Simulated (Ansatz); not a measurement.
# InSe (R3m): zone-centre modes under pressure, part 2 of 2

Wanted: Grüneisen parameters and pressure coefficients of the modes of InSe (R3m).

Ansatz 0.2.0; DFT LDA, scalar-relativistic, plane waves, PAW; PAW set soft_1.

So far, highest optical mode at the zone centre (no LO-TO term) (cm⁻¹): step 4 (modes at rest) 227; step 6 (occupations fixed, volume ratio 1.06) 223.

The database entry behind the starting cell differs from later determinations by our own check (c about 1.5 % long), so it need not match the best structure at ambient conditions.

**7. A member of the series: 0.9 times the volume at rest (continued)**

The steps of the relaxation:

```
step  energy less that of the first step (eV)  largest force component (eV/Å)  pressure (GPa)  volume (Å³)
   1                                   0.0000                          0.1694            5.21       100.03
   2                                   0.0050                          0.2366            4.14       100.03
   3                                  -0.0032                          0.0140            4.75       100.03
   4                                  -0.0032                          0.0069            4.75       100.03
   5                                  -0.0032                          0.0002            4.75       100.03
  6*                                  -0.0032                          0.0002            4.75       100.03
```

Relaxation steps marked * repeat the geometry before them on a plane-wave basis chosen anew for their cell, so energy and pressure can jump there. Relaxation step 2 was tried and not accepted.

Forces are held to the 6 operations that the run works with; a distortion that breaks them can't arise in this run.

```
conventional cell, symmetrised  before   after  change
                         a (Å)   3.858   3.858  +0.0 %
                         b (Å)   3.858   3.858  +0.0 %
                         c (Å)  23.281  23.279  -0.0 %
              volume (Å³/atom)   25.01   25.01  -0.0 %
```

The atoms that moved most (Å, as changes of fractional coordinates times the final cell):

| atom | dx | dy | dz | length |
| --- | --- | --- | --- | --- |
| Se1 | 0.000 | 0.000 | 0.021 | 0.021 |
| Se2 | 0.000 | 0.000 | -0.020 | 0.020 |

The relaxed structure:

```xyz
4
Lattice="1.9291 1.1137 7.7595 -1.9291 1.1137 7.7595 0.0000 -2.2275 7.7595" Properties=species:S:1:pos:R:3 pbc="T T T"
Se    0.0000    0.0000    9.1042
Se    0.0000    0.0000    3.8273
In    1.9291    1.1137    7.8006
In    0.0000    0.0000   20.6416
```

This step gave:

* pressure: 4.747 GPa
* gap on the k-mesh: 0.4898 eV
* volume per atom: 25.01 Å³

The largest force component left is 0.15 meV/Å, at a pressure of 4.75 GPa.

**8. Modes of this member: 0.9 times the volume at rest**

The zone-centre modes follow for 0.9 times the volume at rest.

The input, input.yaml:

```yaml
crystal:
  lattice:
    - [1.9290502137, 1.1137376602, 7.7595012936]
    - [-1.9290502137, 1.1137376602, 7.7595012936]
    - [0.0, -2.2274753203, 7.7595012936]
  atoms:
    - { symbol: Se, position: [0.3911001495, 0.3911001495, 0.3911001495] }
    - { symbol: Se, position: [0.1644140492, 0.1644140492, 0.1644140492] }
    - { symbol: In, position: [1.0017634171, 0.0017634171, 0.0017634171] }
    - { symbol: In, position: [0.8867223843, 0.8867223843, 0.8867223843] }
kpoints:
  mp_grid: { grid: [12, 12, 12] }
hamiltonian:
  xc: lda
  pseudopotentials: { kind: paw, azcp: { folder: soft_1 }, xc_functional: pbe }
scf:
  occupations: { method: fixed }
output:
  eigenvalues: true
phonons:
  method: dfpt
```

Run with:

```sh
$ ansatz run input.yaml --threads 4 --pin off --max-ram 16384MiB --backend cpu --events-out ev --progress --plain --runs-dir out
```

Run time: 4.4 min. Hardware: 4 threads of AMD EPYC 9R45, shared host; peak memory 4.9 GiB.

Numbers from this step:

- sum-rule residual before enforcement: 1.17e-4 eV/Å²
- highest optical mode at the zone centre (no LO-TO term): 246.1 cm⁻¹
- lowest optical zone-centre mode: 43.52 cm⁻¹

Without the LO-TO term. Patterns of degenerate modes are one choice out of their space. The modes at Γ (shares of kinetic energy by element, %):

```csv
mode,frequency (cm⁻¹),symmetry,Se %,In %
1,0.0,acoustic,41,59
2,0.0,acoustic,41,59
3,0.0,acoustic,41,59
4,43.5,E,34,66
5,43.5,E,34,66
6,137.9,A1,71,29
7,188.9,E,61,39
8,188.9,E,61,39
9,194.1,E,64,36
10,194.1,E,64,36
11,203.1,A1,59,41
12,246.1,A1,29,71
```

Without the LO-TO term the lowest optical mode is real, 43.5 cm⁻¹, and the highest lies at 246.1 cm⁻¹.

Between step 6 and this run (volume ratio 0.9) the value for the highest optical mode at the zone centre (no LO-TO term) moves from 223 cm⁻¹ to 246 cm⁻¹ (+10 %).

**9. All members side by side**

The members are set side by side, also those not shown above.

Each row is one cell with its response, relaxed at fixed volume as far as symmetry leaves anything free; energies are extrapolated to zero smearing, and E0 is that at rest; shape and atoms are relaxed in each cell where symmetry leaves them free. State of the crystal along the series:

```
volume ratio  V (Å³/atom)  pressure (GPa)  E - E0 (meV/atom)  first cell vector (Å)  third cell vector (Å)  gap on mesh (eV)
         0.9        25.01           4.747              35.56                  8.073                  8.073            0.4898
        0.92        25.56            3.48              21.34                  8.133                  8.133            0.4109
        0.94        26.12            2.38              11.23                  8.199                  8.199            0.3415
        0.96        26.67           1.438               4.65                  8.273                  8.273            0.2726
        0.98        27.23           0.646              1.078                  8.355                  8.355            0.2236
        0.99        27.51          0.3042             0.2593                  8.399                  8.399            0.2071
           1        27.79         5.79e-4                  0                  8.447                  8.447            0.1967
        1.02        28.34         -0.5033             0.9106                   8.55                   8.55            0.1973
        1.04         28.9         -0.8623              3.309                  8.668                  8.668            0.2312
        1.06        29.45          -1.082              6.702                    8.8                    8.8             0.301
```

Each mode is tracked from rest by its pattern, and modes that stay within 0.3 cm⁻¹ of each other stand once; shape and atoms are relaxed in each cell where symmetry leaves them free. Optical modes along the series:

```csv
V (Å³/atom),mode 4 E (cm⁻¹),mode 6 A1 (cm⁻¹),mode 7 E (cm⁻¹),mode 9 E (cm⁻¹),mode 11 A1 (cm⁻¹),mode 12 A1 (cm⁻¹)
25.01,43.52,137.9,188.9,194.1,203.1,246.1
25.56,42.8,132.5,186,190.3,199.5,241.3
26.12,42.08,127.3,183.2,186.8,196.4,237
26.67,41.38,122.5,180.6,183.6,193.8,233.2
27.23,40.69,118.1,178.1,180.7,191.7,229.9
27.51,40.36,116,176.9,179.5,190.9,228.5
27.79,40.05,114.2,175.9,178.4,190.2,227.2
28.34,39.47,110.7,173.9,176.5,189.2,225.2
28.9,38.96,108,172.4,175.2,188.8,223.8
29.45,38.55,105.9,171.3,174.4,188.9,223.1
```

From cubic fits (parabolas where under five rows exist) of ln ω and P against ln V through the rows within about 4 % of rest: γ = −d ln ω / d ln V and dω/dP = γ ω / B. Slopes at rest:

```csv
mode,fitted frequency at rest (cm⁻¹),Grüneisen parameter γ,dω/dP (cm⁻¹/GPa)
mode 4 E,40,0.76,1.06
mode 6 A1,114.1,1.62,6.46
mode 7 E,175.9,0.6,3.68
mode 9 E,178.4,0.59,3.7
mode 11 A1,190.2,0.33,2.2
mode 12 A1,227.2,0.53,4.17
```

**10. Results**

* members: 10
* highest optical mode at the zone centre (no LO-TO term), at rest: 227.2 cm⁻¹
* bulk modulus at rest: 28.7 GPa
* mode 7 E, γ: 0.60
* mode 9 E, γ: 0.59
* mode 11 A1, γ: 0.33
* mode 12 A1, γ: 0.53

In words: The series spans -1.1 to 4.7 GPa, and the slope at rest gives a bulk modulus of 29 GPa. Among the modes in the table of slopes γ runs from 0.33 (mode 11 A1) to 1.62 (mode 6 A1). One k mesh and one cutoff serve the ground states and modes of all volumes. These are harmonic frequencies at zero temperature: anharmonic shifts, linewidths and thermal expansion are left out. The PAW files were made for PBE; the program adapts parts of them to the functional of the run, but their partial waves stay those of PBE, an approximation that was not tested in this session. Only the zone centre was solved, so an instability at another wavevector cannot show here. The level has no dispersion term, on which the spacing and the interlayer modes of this layered crystal depend.

[Logs are printed without paths, hosts, clocks, repeated set-up lines and the standing remarks that a program may print on its own settings, such as how far it seeks lower states.]

[Hosts, paths, dates, database ids (printed as entryN), source tags and the programs' standing remarks are cut or masked in the printed files.]
